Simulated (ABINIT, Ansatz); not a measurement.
**CdS (Hawleyite): G0W0 with ABINIT, start to end**

Aim: the G0W0 gap of CdS (Hawleyite) on PBE, step by step.

Calculated with ABINIT 10.8.3; PBE and many-body steps on it, plane waves.

**The experiments to reproduce.**

- Gap 2.42 eV: optical gap from inflexion point of photoacoustic spectrum, as-grown film; photoacoustic spectroscopy; film (as-grown chemical bath deposited film, about 0.25 um thick, deposited at 80 C) (“Study of the band--gap shift in CdS films: Influence of thermal annealing in different atmospheres”, 1995, arxiv:cond-mat/9501125).

**1. Starting point**

Symmetry: F-43m, No. 216, cubic system. Conventional cell: a = 5.833 Å, b = 5.833 Å, c = 5.833 Å, α = 90.00°, β = 90.00°, γ = 90.00°. Nearest to Cd lie 4 S at 2.53 Å. S has 4 Cd at 2.53 Å nearest. Farther neighbours, and contacts between anions beyond the nearest, are not listed.

As a file:

```cif
data_structure
_symmetry_space_group_name_H-M 'F-43m'
_symmetry_Int_Tables_number 216
_cell_length_a 5.8330
_cell_length_b 5.8330
_cell_length_c 5.8330
_cell_angle_alpha 90.000
_cell_angle_beta 90.000
_cell_angle_gamma 90.000
_cell_volume 198.46
loop_
_atom_site_label
_atom_site_type_symbol
_atom_site_symmetry_multiplicity
_atom_site_Wyckoff_symbol
_atom_site_fract_x
_atom_site_fract_y
_atom_site_fract_z
_atom_site_occupancy
Cd1 Cd 4 a 0.00000 0.00000 0.00000 1
S1 S 4 d 0.25000 0.25000 0.75000 1
```

The cell and positions come from the Crystallography Open Database and are kept as given unless a step says otherwise.

**2. Ground state**

This step: ABINIT 10.8.3; DFT, PBE, plane waves, norm-conserving pseudopotentials.

The ground-state density comes first.

The input, run.abi:

```
acell 3*1.0 Angstrom
rprim 
  -0.000000000000 2.916500000000 2.916500000000
  2.916500000000 -0.000000000000 2.916500000000
  2.916500000000 2.916500000000 -0.000000000000
ntypat 2
znucl 48 16
natom 2
typat 1 2
xred 
  0.000000000000 0.000000000000 0.000000000000
  0.250000000000 0.250000000000 0.250000000000
pp_dirpath "pseudos"
pseudos "Cd.upf, S.upf"
ecut 47
ngkpt 6 6 6
nshiftk 1
shiftk 0 0 0
kptopt 1
chksymbreak 0
nband 18
occopt 1
tolvrs 1e-10
nstep 60
prtwf 0
optforces 0
optstress 0
indata_prefix "in"
outdata_prefix "out"
tmpdata_prefix "tmp"
```

Command:

```
OMP_NUM_THREADS=1 mpirun -n 4 abinit run.abi > log
```

Log:

```text
.Version 10.8.3 of ABINIT. v10.8.2 released Aug 2026.

 Symmetries : space group F-4 3 m (#216); Bravais cF (face-center cubic)
================================================================================
 Values of the parameters that define the memory need of the present run
     intxc =       0    ionmov =       0      iscf =       7    lmnmax =       6
     lnmax =       6     mgfft =      50  mpssoang =       3    mqgrid =    3001
     natom =       2  nloc_mem =       1    nspden =       1   nspinor =       1
    nsppol =       1      nsym =      24    n1xccc =    2501    ntypat =       2
    occopt =       1   xclevel =       2
-    mband =          18        mffmem =           1         mkmem =           4
       mpw =        5188          nfft =      125000          nkpt =          16
================================================================================
  Rough estimation (10% accuracy) of disk space for files :
================================================================================

--------------------------------------------------------------------------------
------------- Echo of variables that govern the present computation ------------
--------------------------------------------------------------------------------
 -outvars: echo values of preprocessed input variables --------
            acell      1.8897261259E+00  1.8897261259E+00  1.8897261259E+00 Bohr

      chksymbreak           0
             ecut      4.70000000E+01 Hartree
-          fftalg         312

              ixc     -101130
              kpt      0.00000000E+00  0.00000000E+00  0.00000000E+00
                       1.66666667E-01  0.00000000E+00  0.00000000E+00
                       3.33333333E-01  0.00000000E+00  0.00000000E+00
                       5.00000000E-01  0.00000000E+00  0.00000000E+00
                       1.66666667E-01  1.66666667E-01  0.00000000E+00
                       3.33333333E-01  1.66666667E-01  0.00000000E+00
                       5.00000000E-01  1.66666667E-01  0.00000000E+00
                      -3.33333333E-01  1.66666667E-01  0.00000000E+00
                      -1.66666667E-01  1.66666667E-01  0.00000000E+00
   [... 5 further rows ...]
                      -3.33333333E-01  3.33333333E-01  1.66666667E-01
                      -3.33333333E-01  5.00000000E-01  1.66666667E-01
         kptrlatt        6    0    0      0    6    0      0    0    6
          kptrlen      4.67656631E+01
P           mkmem           4
            natom           2
            nband          18
            ngfft          50      50      50
             nkpt          16
            nstep          60
             nsym          24
           ntypat           2
              occ      2.000000  2.000000  2.000000  2.000000  2.000000  2.000000
                       2.000000  2.000000  2.000000  2.000000  2.000000  2.000000
                       2.000000  0.000000  0.000000  0.000000  0.000000  0.000000
        optforces           0
        optstress           0
            prtwf           0
            rprim     -0.0000000000E+00  2.9165000000E+00  2.9165000000E+00
[...]
spgroup         216

           tolvrs      1.00000000E-10

             xred      0.0000000000E+00  0.0000000000E+00  0.0000000000E+00
[...]
znucl       48.00000   16.00000

================================================================================

 chkinp: Checking input parameters for consistency.

================================================================================
== DATASET  1 ==================================================================
-   mpi_nproc: 4, omp_nthreads: 1 (-1 if OMP is not activated)

--- !DatasetInfo
iteration_state: {dtset: 1, }
dimensions: {natom: 2, nkpt: 16, mband: 18, nsppol: 1, nspinor: 1, nspden: 1, mpw: 5188, }
cutoff_energies: {ecut:  47.0, pawecutdg:  -1.0, }
electrons: {nelect:   2.60000000E+01, charge:   0.00000000E+00, occopt:   1.00000000E+00, tsmear:   1.00000000E-02, }

 Real(R)+Recip(G) space primitive vectors, cartesian coordinates (Bohr,Bohr^-1):
 R(1)=  0.0000000  5.5113862  5.5113862  G(1)= -0.0907213  0.0907213  0.0907213
 R(2)=  5.5113862  0.0000000  5.5113862  G(2)=  0.0907213 -0.0907213  0.0907213
 R(3)=  5.5113862  5.5113862  0.0000000  G(3)=  0.0907213  0.0907213 -0.0907213
 Unit cell volume ucvol=  3.3482088E+02 bohr^3
 Angles (23,13,12)=  6.00000000E+01  6.00000000E+01  6.00000000E+01 degrees

 getcut: wavevector=  0.0000  0.0000  0.0000  ngfft=  50  50  50
         ecut(hartree)=     47.000   => boxcut(ratio)=   2.07948

--- Pseudopotential description ------------------------------------------------
- Cd Generated using ONCVPSP code by D. R. Hamann
- 48.00000  20.00000  171031                  znucl, zion, pspdat
12 -101130 2 -1 1368                          pspcod,pspxc,lmax,lloc,mmax
     nproj     2     2     2
  pspatm : epsatm=   23.16453630
         --- l  ekb(1:nproj) -->
[...]
pspatm: atomic psp has been read  and splines computed

- S Generated using ONCVPSP code by D. R. Hamann
- 16.00000   6.00000  171031                  znucl, zion, pspdat
12 -101130 2 -1 1146                          pspcod,pspxc,lmax,lloc,mmax
     nproj     2     2     2
  pspatm : epsatm=    9.01821529
         --- l  ekb(1:nproj) -->
[...]
2   -3.547662   -0.986524
 pspatm: atomic psp has been read  and splines computed

   8.36751541E+02                                ecore*ucvol(ha*bohr**3)
--------------------------------------------------------------------------------

_setup2: Arith. and geom. avg. npw (full set) are    5151.458    5151.430

================================================================================

--- !BeginCycle
iteration_state: {dtset: 1, }
solver: {iscf: 7, nstep: 60, nline: 4, wfoptalg: 0, }
tolerances: {tolvrs: 1.00E-10, }

     iter   Etot(hartree)      deltaE(h)  residm     vres2
 ETOT  1  -184.58109602512    -1.846E+02 2.197E+00 4.390E+03
 ETOT  2  -185.65086711536    -1.070E+00 3.839E-02 6.972E+03
 ETOT  3  -186.34144421193    -6.906E-01 5.803E-03 7.723E+02
 ETOT  4  -186.39720509171    -5.576E-02 2.096E-03 2.072E+02
 ETOT  5  -186.41732805768    -2.012E-02 6.205E-04 2.343E+00
 ETOT  6  -186.41755963703    -2.316E-04 2.448E-04 2.511E-02
 ETOT  7  -186.41756130017    -1.663E-06 3.384E-05 9.705E-03
 ETOT  8  -186.41756155447    -2.543E-07 3.870E-05 7.709E-03
 ETOT  9  -186.41756237534    -8.209E-07 1.732E-05 2.003E-05
 ETOT 10  -186.41756237783    -2.486E-09 4.463E-05 2.764E-07
 ETOT 11  -186.41756237784    -1.558E-11 2.006E-05 1.060E-08
 ETOT 12  -186.41756237784    -1.478E-12 4.702E-05 7.445E-10
 ETOT 13  -186.41756237785    -2.160E-12 2.139E-05 4.140E-11

 At SCF step   13       vres2   =  4.14E-11 < tolvrs=  1.00E-10 =>converged.

--- !ResultsGS
iteration_state: {dtset: 1, }
comment   : Summary of ground state results
lattice_vectors:
- [ -0.0000000,   5.5113862,   5.5113862, ]
- [  5.5113862,  -0.0000000,   5.5113862, ]
- [  5.5113862,   5.5113862,  -0.0000000, ]
lattice_lengths: [   7.79428,    7.79428,    7.79428, ]
lattice_angles: [ 60.000,  60.000,  60.000, ] # degrees, (23, 13, 12)
lattice_volume:   3.3482088E+02
convergence: {deltae: -2.160E-12, res2:  4.140E-11, residm:  2.139E-05, diffor:  0.000E+00, }
etotal    :  -1.86417562E+02
entropy   :   0.00000000E+00
fermie    :   1.60449132E-01
cartesian_stress_tensor: null
pressure_GPa: null
xred      :
- [  0.0000E+00,   0.0000E+00,   0.0000E+00, Cd]
- [  2.5000E-01,   2.5000E-01,   2.5000E-01,  S]
cartesian_forces: null
force_length_stats: {min: null, max: null, mean: null, }

 Integrated electronic density in atomic spheres:
 ------------------------------------------------
 Atom  Sphere_radius  Integrated_density
    1        2.00000         17.17000095
    2        2.00000          3.93308081
================================================================================

 ----iterations are completed or convergence reached----

 Mean square residual over all n,k,spin=   83.764E-09; max=  21.389E-06
 reduced coordinates (array xred) for    2 atoms
       0.000000      0.000000      0.000000
       0.250000      0.250000      0.250000
 rms dE/dt=  0.0000E+00; max dE/dt=  0.0000E+00; dE/dt below (all hartree)
    1       0.000000      0.000000      0.000000
    2       0.000000      0.000000      0.000000

 cartesian coordinates (angstrom) at end:
    1      0.000000     0.000000     0.000000
    2      1.458250     1.458250     1.458250
 length scales=  1.889726  1.889726  1.889726 bohr
              =  1.000000  1.000000  1.000000 angstroms
 prteigrs : about to open file out_EIG
 Fermi (or HOMO) energy (hartree) =   0.16045   Average Vxc (hartree)=  -0.34390
 Eigenvalues (hartree) for nkpt=  16  k points:
 kpt#   1, nband= 18, wtk=  0.00463, kpt=  0.0000  0.0000  0.0000 (reduced coord)
  -3.56438   -2.13350   -2.13350   -2.13350   -0.29393   -0.12336   -0.12336   -0.12336
  -0.10576   -0.10576    0.16045    0.16045    0.16045    0.20252    0.40047    0.40047
   0.40047    0.58082
 prteigrs : prtvol=0 or 1, do not print more k-points.

--- !EnergyTerms
iteration_state     : {dtset: 1, }
comment             : Components of total free energy in Hartree
kinetic             :  6.539617E+01
hartree             :  6.517524E+01
xc                  : -2.742416E+01
Ewald energy        : -9.940623E+01
psp_core            :  2.499102E+00
local_psp           : -1.984064E+02
non_local_psp       :  5.748720E+00
total_energy        : -1.864176E+02
total_energy_eV     : -5.072680E+03
band_energy         : -2.106626E+01

== END DATASET(S) ==============================================================
================================================================================

 -outvars: echo values of variables after computation  --------
           etotal     -1.8641756238E+02
            nband          18
             nkpt          16
          spgroup         216
 [... the other variables as echoed above ...]

 Calculation completed.
```

Run time: 16 s. Hardware: 4 MPI ranks of Intel Xeon Platinum 8488C (Sapphire Rapids), shared host; peak memory 0.4 GiB; 64 s of CPU time.

Read from the output:

```yaml
total_energy: -5072.6803 eV
gap: 1.145 eV
k_of_the_valence_top: 0, 0, 0
k_of_the_conduction_bottom: 0, 0, 0
least_direct_gap: 1.145 eV
```

The gap is direct, at Γ.

(Continued in part 2 of 3.)

[Long decimals in the printed logs are rounded to 6 places.]

[Logs are printed without paths, hosts, clocks, repeated set-up lines and the standing remarks that a program may print on its own settings, such as how far it seeks lower states.]

[Paths, hosts, dates, memory and timing lines, banners, echoed tables and standing remarks are left out of the program output; an Ansatz launch command may be rebuilt from the run's recorded settings. Measured values are a selection of at most five: reports struck by readers or far from the other reports are left out. None is set beside runs whose start may be inverted or whose files or cutoffs have a known fault.]

[Runs of the session that timed out or met a known fault of the program may be left out.]

[Hosts, paths, dates, database ids (printed as entryN), source tags and the programs' standing remarks are cut or masked in the printed files.]

[G0W0 gaps are taken among the corrected bands and points alone; a level outside them can change the order at an edge.]

[Where Ansatz stands beside ABINIT at settings called matched, ABINIT's density can come from a denser mesh and the files from another edition; pairs whose starting gaps differed by over 0.03 eV were left out, so agreement reads better than it is.]
